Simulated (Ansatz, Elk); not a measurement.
## How far do independent atoms describe GaAs2Pb?

Structure refinements treat a crystal as free atoms side by side. For a made-up structure of GaAs2Pb (cell and positions from a r2SCAN relaxation) the runs below show what the calculated density changes in F(hkl).

Method: DFT, PBE, all-electron APW+lo, Dirac cores, scalar-relativistic bands, static density, no spin, in Elk 11.2.3 (patched build).

This account leaves out most program logs.

The structure was built from a prototype and need not be the compound's stable phase.

### 1. Set-up

Symmetry: R3m, No. 160, trigonal system. The conventional cell has a = 4.163 Å, b = 4.163 Å, c = 22.665 Å, α = 90.00°, β = 90.00°, γ = 120.00°. Pb has 4 As at 2.75 to 3.03 Å nearest. As has 1 Ga at 2.46 Å and 3 Pb at 2.75 Å nearest. Nearest to As lie 3 Ga at 2.51 Å and 1 Pb at 3.03 Å. Ga has 4 As at 2.46 to 2.51 Å nearest. Farther neighbours are not listed.

### 2. Ground state and structure factors

An all-electron density is needed, since X-rays see the cores too. Task 0 finds the density and task 195 Fourier-transforms it; tshift is off so that phases refer to the origin typed.

elk.in

```
tasks
  0
  195

xctype
  20

spinpol
  .false.

rgkmax
  7.0

gmaxvr
  14.0

lmaxo
  7

lmaxapw
  8

swidth
  0.002

tshift
  .false.

ramdisk
  .false.

hmaxvr
  5.5

maxscl
  120

epspot
  1e-06

sppath
  './'

avec
  3.93352327997 2.27102072423 14.27675606934
  -3.93352327997 2.27102072423 14.27675606934
  -0.00000000000 -4.54204144944 14.27675606918

atoms
  3
  'Pb.in'
  1
  0.0018013770 0.0018013770 0.0018013770   0.000000 0.000000 0.000000
  'As.in'
  2
  0.6096657950 0.6096657950 0.6096657950   0.000000 0.000000 0.000000
  0.1355880711 0.1355880711 0.1355880711   0.000000 0.000000 0.000000
  'Ga.in'
  1
  0.5010114230 0.5010114230 0.5010114230   0.000000 0.000000 0.000000

ngridk
  6 6 6
```

Launch:

```console
> OMP_NUM_THREADS=4 elk
```

Elapsed: 68 s, on 4 threads of Arm Neoverse V1, shared host; peak memory 0.28 GiB.

SFACRHO.OUT:

```text

h k l indices transformed by vhmat matrix:
   1.000000000       0.000000000       0.000000000    
   0.000000000       1.000000000       0.000000000    
   0.000000000       0.000000000       1.000000000    

      h      k      l  multipl.   |H|            Re(F)            Im(F)           |F|

      0      0      0      1   0.0000000       179.00000     -0.98152413E-16   179.00000    
      1      1      1      1  0.44009895       38.520436      -8.2997150       39.404432    
     -1     -1     -1      1  0.44009895       38.520436       8.2997150       39.404432    
     -2     -2     -2      1  0.88019789       97.723581       45.338098       107.72855    
      2      2      2      1  0.88019789       97.723581      -45.338098       107.72855    
      0      1      0      3  0.93382128       43.949353       4.0514106       44.135694    
      0     -1      0      3  0.93382128       43.949353      -4.0514106       44.135694    
      0     -1     -1      3  0.96777298       102.63196      -58.586517       118.17656    
      1      0      1      3  0.96777298       102.63196       58.586517       118.17656    
     -2     -1     -1      3   1.0930846       46.000108      -7.1001268       46.544836    
      1      1      2      3   1.0930846       46.000108       7.1001268       46.544836    
      2      1      2      3   1.1783552       59.565155      -13.066735       60.981532    
     -2     -2     -1      3   1.1783552       59.565155       13.066735       60.981532    
      3      3      3      1   1.3202968       22.988007       33.612264       40.721405    
     -3     -3     -3      1   1.3202968       22.988007      -33.612264       40.721405    
      2      3      2      3   1.3802246       65.826796       22.014136       69.410296    
     -2     -3     -2      3   1.3802246       65.826796      -22.014136       69.410296    
      2      3      3      3   1.4925923       131.06899       2.5855684       131.09449
```

Elk indexes on the primitive cell of elk.in and gives |H| = 4π sin θ/λ in inverse bohr. Below, one row stands for each form hkl of the conventional cell (m members, Friedel mates merged), F is for one primitive cell and the density is static (no thermal factor). Free-atom factors are Waasmaier and Kirfel's, and R is Σm||F|−|F'||/Σm|F|.

| hkl | m | sin θ/λ (Å⁻¹) | abs F, DFT | neutral atoms | diff. | abs of complex diff. |
| --- | --- | --- | --- | --- | --- | --- |
| 003 | 2 | 0.066 | 39.404 | 39.507 | -0.103 | 0.137 |
| 006 | 2 | 0.132 | 107.729 | 107.605 | +0.124 | 0.339 |
| 101 | 6 | 0.140 | 44.136 | 44.216 | -0.080 | 0.088 |
| 012 | 6 | 0.145 | 118.177 | 117.973 | +0.203 | 0.359 |
| 104 | 6 | 0.164 | 46.545 | 46.785 | -0.240 | 0.249 |
| 015 | 6 | 0.177 | 60.982 | 60.994 | -0.012 | 0.013 |
| 009 | 2 | 0.199 | 40.721 | 40.759 | -0.038 | 0.048 |
| 107 | 6 | 0.208 | 69.410 | 69.386 | +0.024 | 0.036 |
| 018 | 6 | 0.225 | 131.095 | 131.292 | -0.197 | 0.202 |
| 110 | 6 | 0.240 | 138.928 | 139.291 | -0.363 | 0.363 |
| 113 | 12 | 0.249 | 34.315 | 34.183 | +0.132 | 0.143 |
| 1 0 10 | 6 | 0.261 | 100.548 | 100.846 | -0.298 | 0.298 |
| 0 0 12 | 2 | 0.265 | 61.813 | 62.000 | -0.187 | 0.322 |
| 116 | 12 | 0.274 | 89.436 | 89.786 | -0.350 | 0.377 |
| 021 | 6 | 0.278 | 38.755 | 38.594 | +0.161 | 0.188 |
| 0 1 11 | 6 | 0.280 | 18.567 | 18.524 | +0.042 | 0.260 |
| 202 | 6 | 0.281 | 98.535 | 98.942 | -0.407 | 0.427 |
| 024 | 6 | 0.291 | 41.108 | 40.986 | +0.121 | 0.356 |

### 3. The highest occupied states alone

An energy window below the Fermi level keeps the highest occupied states, to see at which angles they scatter; shallow core shells can lie inside it and anion s states outside. No new self-consistency is needed.

elk.in, as its differences from that of step 2:

```diff
@@ -1,3 +1,2 @@
 tasks
-  0
   195
@@ -40,2 +39,5 @@
 
+wsfac
+  -0.389180 0.462060
+
 sppath
```

Launch:

```console
> OMP_NUM_THREADS=4 elk
```

Wall time 16 s (4 threads); peak memory 0.19 GiB; 20 s of CPU time.

States within 15 eV below the Fermi level hold 17.00 electrons; any levels below the window count with the cores. Their amplitudes can exceed the total, where window and core parts have opposite phase:

| hkl | sin θ/λ (Å⁻¹) | abs F, window | abs F, all |
| --- | --- | --- | --- |
| 003 | 0.066 | 1.553 | 39.404 |
| 006 | 0.132 | 4.619 | 107.729 |
| 101 | 0.140 | 0.307 | 44.136 |
| 012 | 0.145 | 4.683 | 118.177 |
| 104 | 0.164 | 1.589 | 46.545 |
| 015 | 0.177 | 0.918 | 60.982 |
| 009 | 0.199 | 1.232 | 40.721 |
| 107 | 0.208 | 0.727 | 69.410 |
| 018 | 0.225 | 0.982 | 131.095 |
| 110 | 0.240 | 0.583 | 138.928 |

### 4. Another try

In this try the input is made faulty on purpose, to show what that does.

The input is changed as shown.

elk.in, as its differences from that of step 3:

```diff
@@ -1,2 +1,3 @@
 tasks
+  0
   195
@@ -34,3 +35,3 @@
 maxscl
-  120
+  3
 
@@ -38,5 +39,2 @@
   1e-06
-
-wsfac
-  -0.389180 0.462060
```

Launch:

```console
> OMP_NUM_THREADS=4 elk
```

It took 26 s on 4 threads; peak memory 0.27 GiB.

The run stopped without converging, so none of its numbers is a property of the system.

The fault put into the input: too few SCF loops.

### 5. Another functional

The difference from free atoms is small, so it is set against the change that LDA (Perdew-Wang) makes.

elk.in, as its differences from that of step 4:

```diff
@@ -5,3 +5,3 @@
 xctype
-  20
+  3
 
@@ -35,3 +35,3 @@
 maxscl
-  3
+  120
```

Launch:

```console
> OMP_NUM_THREADS=4 elk
```

Elapsed: 51 s, on 4 threads; peak memory 0.21 GiB.

Against the first run R = 0.02 %; the largest change is -0.051 at 300.

### 6. Basis size

A smaller basis shows how fast F responds to it; the change is likely larger than the basis error of the first run, but doesn't show convergence.

elk.in, as its differences from that of step 5:

```diff
@@ -5,3 +5,3 @@
 xctype
-  3
+  20
 
@@ -11,3 +11,3 @@
 rgkmax
-  7.0
+  5.5
```

Launch:

```console
> OMP_NUM_THREADS=4 elk
```

Run time: 52 s. Hardware: 4 threads; peak memory 0.26 GiB.

Against the first run R = 0.01 %; the largest change is +0.069 at 208.

### 7. A coarser k-mesh

About half the k-points along each axis test the sampling.

elk.in, as its differences from that of step 6:

```diff
@@ -11,3 +11,3 @@
 rgkmax
-  5.5
+  7.0
 
@@ -62,2 +62,2 @@
 ngridk
-  6 6 6
+  3 3 3
```

Launch:

```console
> OMP_NUM_THREADS=4 elk
```

Wall time 35 s (4 threads); peak memory 0.27 GiB; 65 s of CPU time.

Against the first run R = 0.00 %; the largest change is -0.037 at 110.

### 8. Settings against the effect

| run | R against the first run (%) | R against neutral atoms, low angle (%) | wall time |
| --- | --- | --- | --- |
| PBE, rgkmax 7 | 0.00 | 0.26 | 68 s |
| LDA (Perdew-Wang) | 0.02 | 0.26 | 51 s |
| rgkmax 5.5 | 0.01 | 0.25 | 52 s |
| k-mesh 3×3×3 | 0.00 | 0.27 | 35 s |

### 9. What came out

```
R against neutral atoms, sin θ/λ < 0.3 Å⁻¹ : 0.26 %
R against neutral atoms, 0.3 to 0.69 Å⁻¹   : 0.07 %
```

What this shows: Independent neutral atoms miss the calculated amplitudes by R = 0.26 % below 0.3 Å⁻¹ and 0.07 % from there to 0.69 Å⁻¹; by shells, 0.17 % below 0.15 Å⁻¹ (4 forms), 0.28 % 0.15 to 0.3 (15 forms), 0.09 % 0.3 to 0.45 (30 forms), 0.06 % above 0.45 (100 forms). Bonding, aspherical density and the tables' own atoms all enter these figures, and the runs don't part them. The largest change of an amplitude is -0.41 electrons, at 202. R counts amplitudes alone; phases shift too. The window's part falls from 17.0 electrons at the origin to at most 0.30 between 0.45 and 0.69 Å⁻¹. Below 0.3 Å⁻¹ the changes that finished (LDA (Perdew-Wang), rgkmax 5.5 and k-mesh 3×3×3) move F by R = 0.02 % at most, against the 0.26 % that separates it from free atoms. Spin-orbit coupling is left out, which can matter for elements this heavy. Part of the difference isn't bonding: the tables are fits to free atoms and ions calculated by other methods than this functional. Thermal motion, anomalous dispersion and extinction are left out.

[Logs are printed without paths, hosts, clocks, repeated set-up lines and the standing remarks that a program may print on its own settings, such as how far it seeks lower states.]

[Hosts, paths, dates, database ids (printed as entryN), source tags and the programs' standing remarks are cut or masked in the printed files.]
